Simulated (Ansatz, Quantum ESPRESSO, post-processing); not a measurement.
# From contact to tunnelling: a In chain with one bond drawn out, part 2 of 2

Wanted: T at the Fermi level along a series, and its decay constant, for a In chain with one bond drawn out.

Quantum ESPRESSO 7.5; plane-wave DFT, PBE, GBRV ultrasoft pseudopotentials; cross-check by Ansatz 0.2.0 with PAW datasets.

So far. Step 7 (Cross-check with Ansatz, 1.2 Å): Ansatz finds T = 1.36 against pwcond's 1.64. Step 9 (Transmission with pwcond.x, 2 Å): T goes from 1.64 to 0.495, a factor of 3.3.

## Step 10: The same in Ansatz, 2 Å

Level of this step: plane-wave DFT, PBE, Ansatz PAW (Ansatz 0.2.0).

The input, input.yaml:

```yaml
crystal:
  lattice:
    - [7.5, 0.0, 0.0]
    - [0.0, 7.5, 0.0]
    - [0.0, 0.0, 31.5]
  atoms:
    - { symbol: In, position: [0.5, 0.5, 0.0] }
    - { symbol: In, position: [0.5, 0.5, 0.0936507937] }
    - { symbol: In, position: [0.5, 0.5, 0.1873015873] }
    - { symbol: In, position: [0.5, 0.5, 0.280952381] }
    - { symbol: In, position: [0.5, 0.5, 0.3746031746] }
    - { symbol: In, position: [0.5, 0.5, 0.5317460317] }
    - { symbol: In, position: [0.5, 0.5, 0.6253968254] }
    - { symbol: In, position: [0.5, 0.5, 0.719047619] }
    - { symbol: In, position: [0.5, 0.5, 0.8126984127] }
    - { symbol: In, position: [0.5, 0.5, 0.9063492063] }
kpoints:
  mp_grid: { grid: [1, 1, 4] }
hamiltonian:
  xc: pbe
scf:
  occupations: { method: fermi_dirac, width: 0.1 }
  convergence: { dr2_threshold: 1.0e-08 }
output:
  transmission:
    leads: [[0, 1]]
    e_range: [-2.0, 2.0]
    de: 0.05
    kmesh: [1, 1]
    reduced_basis: true
  write_potential: true
  write_density: true
  volumetric_format: npy
  elf: true
```

Run with:

```console
ansatz run input.yaml --threads 4 --pin off --max-ram 8192MiB --backend cpu --events-out ev --progress --plain --runs-dir out
```

Wall time 22 s (4 threads of Arm Neoverse V2, shared host); peak memory 2.4 GiB.

Read from the output:

| Item | Value |
| --- | --- |
| free energy | -55965.9479 eV |
| energy at zero smearing | -55965.5465 eV |
| smearing term TS | 0.8027 eV |
| Fermi energy | -1.174 eV |
| transmission at the Fermi level, one spin | 0.3929 |
| step of the lead's Hamiltonian over a period | 12.5 meV |

Per spin. Table of transmission by energy, zero at the Fermi level:

```csv
energy (eV),transmission
-2.00,0
-1.85,0
-1.70,0
-1.60,0
-1.45,0
-1.30,0
-1.15,0.104
-1.05,0.132
-0.90,0.157
-0.75,0.174
-0.60,0.189
-0.50,0.198
-0.35,0.211
-0.20,0.223
-0.05,0.355
0.00,0.393
0.05,0.405
0.20,0.385
0.35,0.374
0.50,0.381
0.60,0.391
0.75,0.414
0.90,0.441
1.05,0.471
1.15,0.493
1.30,0.525
1.45,0.557
1.60,0.592
1.70,0.616
1.85,0.661
2.00,0.725
```

Ansatz finds T = 0.393 against pwcond's 0.495.

## Step 11: Ground state, 3 Å

Level of this step: plane-wave DFT, PBE, GBRV ultrasoft pseudopotentials (Quantum ESPRESSO 7.5).

The input, j3.scf.in:

```
&control
  prefix = 'j3.scf'
  outdir = './out'
  pseudo_dir = './pseudo'
  calculation = 'scf'
  tprnfor = .true.
/
&system
  ibrav = 0
  nat = 10
  ntyp = 1
  ecutwfc = 34
  ecutrho = 170
  occupations = 'smearing'
  smearing = 'mv'
  degauss = 0.01
/
&electrons
  conv_thr = 1e-07
  mixing_beta = 0.25
  electron_maxstep = 120
  mixing_mode = 'local-TF'
/
ATOMIC_SPECIES
  In  114.8180  in_pbe_v1.4.uspp.F.UPF
CELL_PARAMETERS angstrom
  7.50000000000000 0.00000000000000 0.00000000000000
  0.00000000000000 7.50000000000000 0.00000000000000
  0.00000000000000 0.00000000000000 32.50000000000000
ATOMIC_POSITIONS crystal
  In  0.500000000000 0.500000000000 0.000000000000
  In  0.500000000000 0.500000000000 0.090769230769
  In  0.500000000000 0.500000000000 0.181538461538
  In  0.500000000000 0.500000000000 0.272307692308
  In  0.500000000000 0.500000000000 0.363076923077
  In  0.500000000000 0.500000000000 0.546153846154
  In  0.500000000000 0.500000000000 0.636923076923
  In  0.500000000000 0.500000000000 0.727692307692
  In  0.500000000000 0.500000000000 0.818461538462
  In  0.500000000000 0.500000000000 0.909230769231
K_POINTS automatic
  1 1 3 0 0 0
```

Run with:

```console
OMP_NUM_THREADS=1 mpirun -n 4 pw.x -nk 1 -in j3.scf.in > j3.scf.out
```

Run time: 80 s. Hardware: 4 MPI ranks; peak memory 2 GiB.

Read from the output:

```
free energy  : -18147.1859 eV
Fermi energy : -1.242 eV
```

## Step 12: Transmission with pwcond.x, 3 Å

The input, j3.cond.in:

```
&inputcond
  outdir = './out'
  prefixt = 'j3.scf'
  tran_file = 'j3.cond.dat'
  bdl = 0.7866666667
  bds = 4.3333333333
  ikind = 1
  ewind = 4.0
  epsproj = 1e-05
  nz1 = 7
  energy0 = 2.0
  denergy = -0.1
/
1
  0.00000000 0.00000000 1.00000000
41
```

Run with:

```console
OMP_NUM_THREADS=1 mpirun -n 4 pwcond.x -in j3.cond.in > j3.cond.out
```

Elapsed: 5.4 min, on 4 MPI ranks; peak memory 0.59 GiB.

Read from the output:

```
transmission at the Fermi level, one spin : 0.08081
conductance                               : 0.08081 G₀
```

Per spin. Transmission against energy, zero at the Fermi level:

| energy (eV) | transmission |
| --- | --- |
| -2.00 | 5.2e-4 |
| -1.80 | 0 |
| -1.60 | 0 |
| -1.40 | 0 |
| -1.20 | 0.00305 |
| -1.00 | 0.0216 |
| -0.90 | 0.0246 |
| -0.70 | 0.0299 |
| -0.50 | 0.0360 |
| -0.30 | 0.0431 |
| -0.10 | 0.0627 |
| 0.00 | 0.0808 |
| 0.10 | 0.0773 |
| 0.30 | 0.0791 |
| 0.50 | 0.0909 |
| 0.70 | 0.105 |
| 0.90 | 0.126 |
| 1.00 | 0.140 |
| 1.20 | 0.169 |
| 1.40 | 0.215 |
| 1.60 | 0.279 |
| 1.80 | 0.394 |
| 2.00 | 0.691 |

T goes from 0.495 to 0.0808, a factor of 6.1.

## Step 13: Cross-check with Ansatz, 3 Å

Level of this step: plane-wave DFT, PBE, Ansatz PAW (Ansatz 0.2.0).

input.yaml, the sections that differ from step 10:

```yaml
crystal:
  lattice:
    - [7.5, 0.0, 0.0]
    - [0.0, 7.5, 0.0]
    - [0.0, 0.0, 32.5]
  atoms:
    - { symbol: In, position: [0.5, 0.5, 0.0] }
    - { symbol: In, position: [0.5, 0.5, 0.0907692308] }
    - { symbol: In, position: [0.5, 0.5, 0.1815384615] }
    - { symbol: In, position: [0.5, 0.5, 0.2723076923] }
    - { symbol: In, position: [0.5, 0.5, 0.3630769231] }
    - { symbol: In, position: [0.5, 0.5, 0.5461538462] }
    - { symbol: In, position: [0.5, 0.5, 0.6369230769] }
    - { symbol: In, position: [0.5, 0.5, 0.7276923077] }
    - { symbol: In, position: [0.5, 0.5, 0.8184615385] }
    - { symbol: In, position: [0.5, 0.5, 0.9092307692] }
# kpoints, hamiltonian, scf, output: as in step 10
```

Run with:

```console
ansatz run input.yaml --threads 4 --pin off --max-ram 8192MiB --backend cpu --events-out ev --progress --plain --runs-dir out
```

The job ended after 24 s (4 threads; peak memory 2.5 GiB; 86 s of CPU time).

This step gave:

```
free energy                                  : -55965.9035 eV
energy at zero smearing                      : -55965.5005 eV
smearing term TS                             : 0.8059 eV
Fermi energy                                 : -1.235 eV
transmission at the Fermi level, one spin    : 0.06632
step of the lead's Hamiltonian over a period : 15 meV
```

Per spin. The transmission by energy, zero at the Fermi level:

```
energy (eV)  transmission
      -2.00             0
      -1.90             0
      -1.80             0
      -1.70             0
      -1.55             0
      -1.45             0
      -1.35             0
      -1.25       0.00514
      -1.15        0.0131
      -1.05        0.0178
      -0.90        0.0229
      -0.80        0.0258
      -0.70        0.0286
      -0.60        0.0314
      -0.50        0.0342
      -0.40        0.0372
      -0.25        0.0419
      -0.15        0.0465
      -0.05        0.0605
       0.00        0.0663
       0.05        0.0694
       0.15        0.0715
       0.25        0.0736
       0.40        0.0791
       0.50        0.0843
       0.60        0.0906
       0.70        0.0978
       0.80         0.106
       0.90         0.115
       1.05         0.131
       1.15         0.144
       1.25         0.158
       1.35         0.173
       1.45         0.192
       1.55         0.213
       1.70         0.253
       1.80         0.288
       1.90         0.334
       2.00         0.399
```

Ansatz finds T = 0.0663 against pwcond's 0.0808.

## Step 14: Self-consistent run, 4 Å

Level of this step: plane-wave DFT, PBE, GBRV ultrasoft pseudopotentials (Quantum ESPRESSO 7.5).

The input, j4.scf.in:

```
&control
  prefix = 'j4.scf'
  outdir = './out'
  pseudo_dir = './pseudo'
  calculation = 'scf'
  tprnfor = .true.
/
&system
  ibrav = 0
  nat = 10
  ntyp = 1
  ecutwfc = 34
  ecutrho = 170
  occupations = 'smearing'
  smearing = 'mv'
  degauss = 0.01
/
&electrons
  conv_thr = 1e-07
  mixing_beta = 0.25
  electron_maxstep = 120
  mixing_mode = 'local-TF'
/
ATOMIC_SPECIES
  In  114.8180  in_pbe_v1.4.uspp.F.UPF
CELL_PARAMETERS angstrom
  7.50000000000000 0.00000000000000 0.00000000000000
  0.00000000000000 7.50000000000000 0.00000000000000
  0.00000000000000 0.00000000000000 33.50000000000000
ATOMIC_POSITIONS crystal
  In  0.500000000000 0.500000000000 0.000000000000
  In  0.500000000000 0.500000000000 0.088059701493
  In  0.500000000000 0.500000000000 0.176119402985
  In  0.500000000000 0.500000000000 0.264179104478
  In  0.500000000000 0.500000000000 0.352238805970
  In  0.500000000000 0.500000000000 0.559701492537
  In  0.500000000000 0.500000000000 0.647761194030
  In  0.500000000000 0.500000000000 0.735820895522
  In  0.500000000000 0.500000000000 0.823880597015
  In  0.500000000000 0.500000000000 0.911940298507
K_POINTS automatic
  1 1 3 0 0 0
```

Run with:

```console
OMP_NUM_THREADS=1 mpirun -n 4 pw.x -nk 1 -in j4.scf.in > j4.scf.out
```

The job ended after 85 s (4 MPI ranks; peak memory 2 GiB; 5.7 min of CPU time).

Numbers from this step:

| Quantity | Value |
| --- | --- |
| free energy | -18147.1694 eV |
| Fermi energy | -1.302 eV |

## Step 15: Transmission with pwcond.x, 4 Å

The input, j4.cond.in:

```
&inputcond
  outdir = './out'
  prefixt = 'j4.scf'
  tran_file = 'j4.cond.dat'
  bdl = 0.7866666667
  bds = 4.4666666667
  ikind = 1
  ewind = 4.0
  epsproj = 1e-05
  nz1 = 7
  energy0 = 2.0
  denergy = -0.1
/
1
  0.00000000 0.00000000 1.00000000
41
```

Run with:

```console
OMP_NUM_THREADS=1 mpirun -n 4 pwcond.x -in j4.cond.in > j4.cond.out
```

Wall time 4.6 min (4 MPI ranks); peak memory 0.54 GiB.

This step gave:

* transmission at the Fermi level, one spin: 0.01349
* conductance: 0.01349 G₀

Per spin. Table of transmission by energy, zero at the Fermi level:

| energy (eV) | transmission |
| --- | --- |
| -2.00 | 6.4e-5 |
| -1.90 | 0 |
| -1.70 | 0 |
| -1.60 | 0 |
| -1.40 | 0 |
| -1.30 | 0 |
| -1.20 | 1.4e-4 |
| -1.00 | 0.00298 |
| -0.90 | 0.00352 |
| -0.80 | 0.00403 |
| -0.60 | 0.00519 |
| -0.50 | 0.00590 |
| -0.30 | 0.00759 |
| -0.20 | 0.00858 |
| -0.10 | 0.0109 |
| 0.00 | 0.0135 |
| 0.10 | 0.0141 |
| 0.20 | 0.0150 |
| 0.30 | 0.0165 |
| 0.50 | 0.0208 |
| 0.60 | 0.0234 |
| 0.80 | 0.0303 |
| 0.90 | 0.0349 |
| 1.00 | 0.0407 |
| 1.20 | 0.0560 |
| 1.30 | 0.0671 |
| 1.40 | 0.0813 |
| 1.60 | 0.126 |
| 1.70 | 0.163 |
| 1.90 | 0.320 |
| 2.00 | 0.518 |

T goes from 0.0808 to 0.0135, a factor of 6.0.

## Step 16: The same in Ansatz, 4 Å

Level of this step: plane-wave DFT, PBE, Ansatz PAW (Ansatz 0.2.0).

The input, input.yaml:

```yaml
crystal:
  lattice:
    - [7.5, 0.0, 0.0]
    - [0.0, 7.5, 0.0]
    - [0.0, 0.0, 33.5]
  atoms:
    - { symbol: In, position: [0.5, 0.5, 0.0] }
    - { symbol: In, position: [0.5, 0.5, 0.0880597015] }
    - { symbol: In, position: [0.5, 0.5, 0.176119403] }
    - { symbol: In, position: [0.5, 0.5, 0.2641791045] }
    - { symbol: In, position: [0.5, 0.5, 0.352238806] }
    - { symbol: In, position: [0.5, 0.5, 0.5597014925] }
    - { symbol: In, position: [0.5, 0.5, 0.647761194] }
    - { symbol: In, position: [0.5, 0.5, 0.7358208955] }
    - { symbol: In, position: [0.5, 0.5, 0.823880597] }
    - { symbol: In, position: [0.5, 0.5, 0.9119402985] }
kpoints:
  mp_grid: { grid: [1, 1, 4] }
hamiltonian:
  xc: pbe
scf:
  occupations: { method: fermi_dirac, width: 0.1 }
  convergence: { dr2_threshold: 1.0e-08 }
output:
  transmission:
    leads: [[0, 1]]
    e_range: [-2.0, 2.0]
    de: 0.05
    kmesh: [1, 1]
    reduced_basis: true
  write_potential: true
  write_density: true
  volumetric_format: npy
```

Run with:

```console
ansatz run input.yaml --threads 4 --pin off --max-ram 8192MiB --backend cpu --events-out ev --progress --plain --runs-dir out
```

It took 24 s on 4 threads; peak memory 2.6 GiB; 87 s of CPU time.

Numbers from this step:

* free energy: -55965.8923 eV
* energy at zero smearing: -55965.4891 eV
* smearing term TS: 0.8064 eV
* Fermi energy: -1.295 eV
* transmission at the Fermi level, one spin: 0.01093
* step of the lead's Hamiltonian over a period: 15.5 meV

Per spin. The transmission by energy, zero at the Fermi level:

```
energy (eV)  transmission
     -2.000             0
     -1.800             0
     -1.600             0
     -1.400             0
     -1.200       0.00120
     -1.000       0.00260
     -0.800       0.00364
     -0.600       0.00473
     -0.400       0.00599
     -0.200       0.00752
      0.000        0.0109
      0.200        0.0132
      0.400        0.0160
      0.600        0.0201
      0.800        0.0257
      1.000        0.0336
      1.200        0.0448
      1.400        0.0616
      1.600        0.0882
      1.800         0.135
      2.000         0.235
```

Ansatz finds T = 0.0109 against pwcond's 0.0135.

## Step 17: The series side by side

All levels:

```csv
level,T by pwcond,T by Ansatz,lead channels,CPU time (s)
0.5 Å,2.752,2.649,3,1119
1.2 Å,1.64,1.364,3,1297
2 Å,0.4949,0.3929,3,1378
3 Å,0.08081,0.06632,3,1621
4 Å,0.01349,0.01093,3,1451
```

## Step 18: A check by hand

G = 2.75 × 77.48 µS = 213 µS a cell, a resistance of 4.69 kΩ.

κ = ln(T₁/T₂)/(2Δd) = ln(0.08081/0.01349)/(2 × 1 Å) = 0.89 1/Å.

## Step 19: Outcome

```json
{
 "conductance a cell at 0.5 Å": "2.75 G₀",
 "conductance a cell at 1.2 Å": "1.64 G₀",
 "conductance a cell at 2 Å": "0.495 G₀",
 "conductance a cell at 3 Å": "0.0808 G₀",
 "conductance a cell at 4 Å": "0.0135 G₀",
 "fall of ln T per Å over the last interval": "1.79"
}
```

In words: The conductance goes from 2.75 G₀ at 0.5 Å to 0.0135 G₀ at 4 Å (PBE, GBRV ultrasoft). Interval by interval ln T falls by 0.74, 1.50, 1.81 and 1.79 per Å. The last interval gives κ = 0.89 1/Å in T ∝ exp(−2κd), an apparent barrier of (κ/0.512)² = 3.1 eV. Ansatz follows the series within a factor of 1.26. The geometries are as built, not relaxed, and the leads are short. Semilocal functionals lack the image potential in a vacuum gap.

[Long decimals in the printed logs are rounded to 6 places.]

[Logs are printed without paths, hosts, clocks, repeated set-up lines and the standing remarks that a program may print on its own settings, such as how far it seeks lower states.]

[Hosts, paths, dates, database ids (printed as entryN), source tags and the programs' standing remarks are cut or masked in the printed files.]

[Maps of the electrostatic potential energy from Ansatz leave out the sawtooth potential of an applied field or a dipole correction, so their vacuum need not be flat; planar profiles and work functions include it.]
